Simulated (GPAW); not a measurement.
# ZnS (Wurtzite-2H): optical spectrum from first principles, part 2 of 2

Wanted: where ZnS (Wurtzite-2H) starts to absorb, how strongly, and its refractive index. The cell comes from an older database entry, whose edges can differ from later determinations, mostly by under a per cent.

GPAW 26.7.0; DFT, PBE, plane-wave PAW (GPAW data sets), scalar-relativistic, RPA, optical limit.

So far. Step 2 (Ground state): There is a gap, 2.24 eV on this mesh (points off the mesh can give less), so no carriers' term is needed.

The database entry behind the starting cell differs from later determinations by our own check (about 0.4 % short), so it need not match the best structure at ambient conditions.

### Step 4. Dielectric function, RPA (continued)

Values under the direct gap are tails of Lorentzian lines. Table of Im ε by photon energy; read off at these points:

| photon energy (eV) | E ∥ x | E ∥ z |
| --- | --- | --- |
| 0.00 | 0 | 0 |
| 0.50 | 0.0304 | 0.0329 |
| 1.00 | 0.0673 | 0.0734 |
| 1.50 | 0.126 | 0.140 |
| 2.00 | 0.317 | 0.374 |
| 2.50 | 0.536 | 0.680 |
| 3.00 | 1.33 | 1.50 |
| 3.50 | 1.97 | 1.55 |
| 4.00 | 2.74 | 2.56 |
| 4.50 | 4.81 | 4.56 |
| 5.00 | 6.39 | 8.78 |
| 5.50 | 8.79 | 9.81 |
| 6.00 | 7.11 | 5.86 |
| 6.50 | 7.25 | 6.70 |
| 6.66 | 7.51 | 7.09 |
| 7.00 | 7.20 | 6.95 |
| 7.50 | 5.84 | 5.44 |
| 8.00 | 4.50 | 4.50 |
| 8.50 | 4.58 | 4.25 |
| 9.00 | 3.97 | 3.61 |
| 9.50 | 3.08 | 3.08 |
| 10.00 | 2.84 | 2.71 |
| 10.50 | 2.94 | 2.73 |
| 11.00 | 2.34 | 2.17 |
| 11.50 | 1.80 | 1.92 |
| 12.00 | 1.76 | 1.72 |
| 12.50 | 1.51 | 1.23 |
| 13.00 | 1.22 | 1.09 |
| 13.50 | 1.02 | 1.09 |
| 14.00 | 0.955 | 1.06 |
| 14.50 | 0.831 | 0.860 |
| 15.00 | 0.705 | 0.832 |
| 15.50 | 0.644 | 0.723 |
| 16.00 | 0.567 | 0.659 |
| 16.50 | 0.507 | 0.575 |
| 17.00 | 0.501 | 0.547 |
| 17.50 | 0.466 | 0.466 |
| 18.00 | 0.430 | 0.414 |
| 18.50 | 0.481 | 0.434 |
| 19.00 | 0.472 | 0.440 |
| 19.50 | 0.424 | 0.443 |
| 20.00 | 0.397 | 0.415 |
| 20.50 | 0.379 | 0.396 |
| 21.00 | 0.334 | 0.305 |
| 21.50 | 0.307 | 0.313 |

The Re ε by photon energy:

| photon energy (eV) | E ∥ x | E ∥ z |
| --- | --- | --- |
| 0 | 5.49 | 5.58 |
| 1 | 5.65 | 5.75 |
| 2 | 6.29 | 6.46 |
| 3 | 6.85 | 6.42 |
| 4 | 7.65 | 8.26 |
| 5 | 7.15 | 6.56 |
| 6 | 2.13 | 1.44 |
| 7 | 0.781 | 0.499 |
| 8 | -0.541 | -0.334 |
| 9 | -1.19 | -0.619 |
| 10 | -0.587 | -0.584 |
| 11 | -1.27 | -0.706 |
| 12 | -0.786 | -0.930 |
| 13 | -0.688 | -0.387 |
| 14 | -0.444 | -0.403 |
| 15 | -0.280 | -0.216 |
| 16 | -0.0825 | -0.0851 |
| 17 | 0.0976 | 0.0474 |
| 18 | 0.226 | 0.173 |
| 19 | 0.265 | 0.295 |
| 20 | 0.300 | 0.315 |
| 21 | 0.335 | 0.328 |

The Im ε, E ∥ x has structure finer than the step of the table below, so its rows give means over 1 eV, whole bins alone (the curve runs from 0 to 21.9 eV). Peaks (eV: height): without local fields 5.5: 10.5, 6.7: 10.5; with local fields 5.5: 8.83, 6.7: 7.52.

Values under the direct gap are tails of Lorentzian lines. Table of Im ε, E ∥ x by photon energy; means over each step:

| photon energy (eV) | without local fields | with local fields |
| --- | --- | --- |
| 1 | 0.0794 | 0.0708 |
| 2 | 0.374 | 0.357 |
| 3 | 1.19 | 1.14 |
| 4 | 3.24 | 2.96 |
| 5 | 7.63 | 6.53 |
| 6 | 9.29 | 7.42 |
| 7 | 9.38 | 6.87 |
| 8 | 6.25 | 4.79 |
| 9 | 4.39 | 4.03 |
| 10 | 3.10 | 2.87 |
| 11 | 2.05 | 2.37 |
| 12 | 1.48 | 1.73 |
| 13 | 1.03 | 1.22 |
| 14 | 0.806 | 0.934 |
| 15 | 0.629 | 0.719 |
| 16 | 0.500 | 0.565 |
| 17 | 0.448 | 0.494 |
| 18 | 0.381 | 0.450 |
| 19 | 0.347 | 0.466 |
| 20 | 0.291 | 0.397 |
| 21 | 0.221 | 0.337 |

Values under the direct gap are tails of Lorentzian lines. Table of loss function −Im 1/ε at q → 0 by energy loss; read off at these points:

| energy loss (eV) | E ∥ x | E ∥ z |
| --- | --- | --- |
| 0.0 | 0 | 0 |
| 1.0 | 0.00211 | 0.00222 |
| 2.0 | 0.00799 | 0.00891 |
| 3.0 | 0.0273 | 0.0346 |
| 4.0 | 0.0415 | 0.0342 |
| 5.0 | 0.0695 | 0.0731 |
| 6.0 | 0.129 | 0.161 |
| 7.0 | 0.137 | 0.143 |
| 8.0 | 0.219 | 0.221 |
| 9.0 | 0.231 | 0.269 |
| 10.0 | 0.338 | 0.353 |
| 11.0 | 0.331 | 0.417 |
| 12.0 | 0.474 | 0.450 |
| 13.0 | 0.621 | 0.814 |
| 14.0 | 0.861 | 0.823 |
| 15.0 | 1.23 | 1.13 |
| 16.0 | 1.73 | 1.49 |
| 16.6 | 1.98 | 1.80 |
| 17.0 | 1.92 | 1.82 |
| 17.8 | 1.95 | 2.07 |
| 18.0 | 1.82 | 2.06 |
| 19.0 | 1.61 | 1.57 |
| 19.6 | 1.73 | 1.58 |
| 20.0 | 1.60 | 1.53 |
| 21.0 | 1.49 | 1.52 |

Table of reflectivity at normal incidence by photon energy; read off at these points:

| photon energy (eV) | E ∥ x (%) | E ∥ z (%) |
| --- | --- | --- |
| 0.00 | 16.2 | 16.4 |
| 0.50 | 16.3 | 16.5 |
| 1.00 | 16.6 | 16.9 |
| 1.50 | 17.3 | 17.7 |
| 2.00 | 18.5 | 19.0 |
| 2.50 | 19.3 | 19.9 |
| 3.00 | 20.5 | 19.6 |
| 3.50 | 23.0 | 23.1 |
| 4.00 | 23.8 | 24.8 |
| 4.50 | 27.8 | 29.0 |
| 5.00 | 29.3 | 33.8 |
| 5.50 | 33.8 | 37.2 |
| 5.56 | 34.0 | 37.2 |
| 6.00 | 31.7 | 29.1 |
| 6.50 | 31.3 | 29.7 |
| 7.00 | 34.6 | 34.7 |
| 7.15 | 36.0 | 35.5 |
| 7.50 | 33.9 | 32.4 |
| 8.00 | 32.4 | 31.2 |
| 8.50 | 29.7 | 32.0 |
| 8.89 | 36.0 | 31.7 |
| 9.00 | 35.8 | 30.8 |
| 9.50 | 34.4 | 34.6 |
| 10.00 | 28.9 | 28.6 |
| 10.50 | 30.8 | 32.0 |
| 11.00 | 37.3 | 29.8 |
| 11.10 | 37.4 | 30.2 |
| 11.50 | 32.8 | 30.7 |
| 12.00 | 31.9 | 34.7 |
| 12.26 | 33.1 | 36.4 |
| 12.50 | 35.0 | 35.6 |
| 12.59 | 35.5 | 34.5 |
| 13.00 | 33.5 | 27.0 |
| 13.50 | 32.5 | 27.0 |
| 14.00 | 30.1 | 27.7 |
| 14.50 | 29.1 | 24.6 |
| 15.00 | 28.5 | 24.2 |
| 15.50 | 25.1 | 23.1 |
| 16.00 | 22.7 | 21.5 |
| 16.50 | 19.1 | 20.2 |
| 17.00 | 15.6 | 17.3 |
| 17.50 | 14.2 | 15.9 |
| 18.00 | 10.9 | 13.0 |
| 18.50 | 9.70 | 9.49 |
| 19.00 | 9.65 | 8.71 |
| 19.50 | 10.1 | 8.72 |
| 20.00 | 8.49 | 8.10 |
| 20.50 | 8.24 | 8.78 |
| 21.00 | 7.35 | 7.52 |
| 21.50 | 6.23 | 5.41 |

At chosen wavelengths:

| wavelength (nm) | n x | k x | R (%) x | 1/α x | n z | k z | R (%) z | 1/α z |
| --- | --- | --- | --- | --- | --- | --- | --- | --- |
| 1550 | 2.36 | 0.011 | 16.4 | 11 µm | 2.38 | 0.012 | 16.7 | 11 µm |
| 1064 | 2.39 | 0.017 | 16.8 | 4.9 µm | 2.41 | 0.019 | 17.1 | 4.5 µm |
| 800 | 2.43 | 0.028 | 17.4 | 2.3 µm | 2.46 | 0.031 | 17.8 | 2.1 µm |
| 633 | 2.50 | 0.057 | 18.4 | 888 nm | 2.53 | 0.065 | 18.9 | 769 nm |
| 532 | 2.52 | 0.118 | 18.8 | 358 nm | 2.56 | 0.137 | 19.3 | 308 nm |
| 450 | 2.65 | 0.163 | 20.6 | 219 nm | 2.69 | 0.247 | 21.3 | 145 nm |
| 405 | 2.62 | 0.239 | 20.4 | 135 nm | 2.55 | 0.252 | 19.5 | 128 nm |

Below the direct gap, k and the depth come from the tails of the Lorentzian lines, not from transitions.

Rows near the edge hang on the gap, which this functional as a rule makes too small, and phonon-assisted absorption is left out.

At 1064 nm the birefringence n(z) − n(x) is +0.021: the crystal is uniaxial positive at this level.

### Step 5. Results

| Property | Result |
| --- | --- |
| electronic dielectric constant ε∞, mean over x, y and z (by symmetry where fewer were run) (RPA) | 5.52 |
| main peak of Im epsilon, first axis | 5.53 eV |

What this shows: At this level (PBE, RPA) ZnS has a mean ε∞ = 5.52 and n = 2.36 at 1550 nm (E ∥ x), and Im ε peaks at 5.5 eV (E ∥ x). On the mesh the gap is 2.24 eV and the least direct gap 2.24 eV. Local fields change the static value along x from 6.19 to 5.49 (-11 %). Distinct maxima of Im ε, read by a parabola through the highest points, lie at 5.53 eV (8.8), 6.64 eV (7.5) and 8.66 eV (4.8) for E ∥ x. The static values by axis are 5.49 (x), 5.58 (z). At 1064 nm the birefringence n(z) − n(x) is +0.021: the crystal is uniaxial positive at this level. Excitons and phonon-assisted transitions are missing; PBE gaps are as a rule too small, which pulls the onset down and ε∞ up. The sum runs over mesh points, so small or evenly spaced maxima can still be ripples of the mesh. The mesh misses the corner K of the hexagonal zone, so gaps read from it can be too wide where band edges lie there. In this version of GPAW the matrix elements of the optical limit are incomplete, which can lower ε − 1 by up to a tenth where first-row anions or d states rule, and shift it by more in d metals.

[Hosts, paths, dates, database ids (printed as entryN), source tags and the programs' standing remarks are cut or masked in the printed files.]
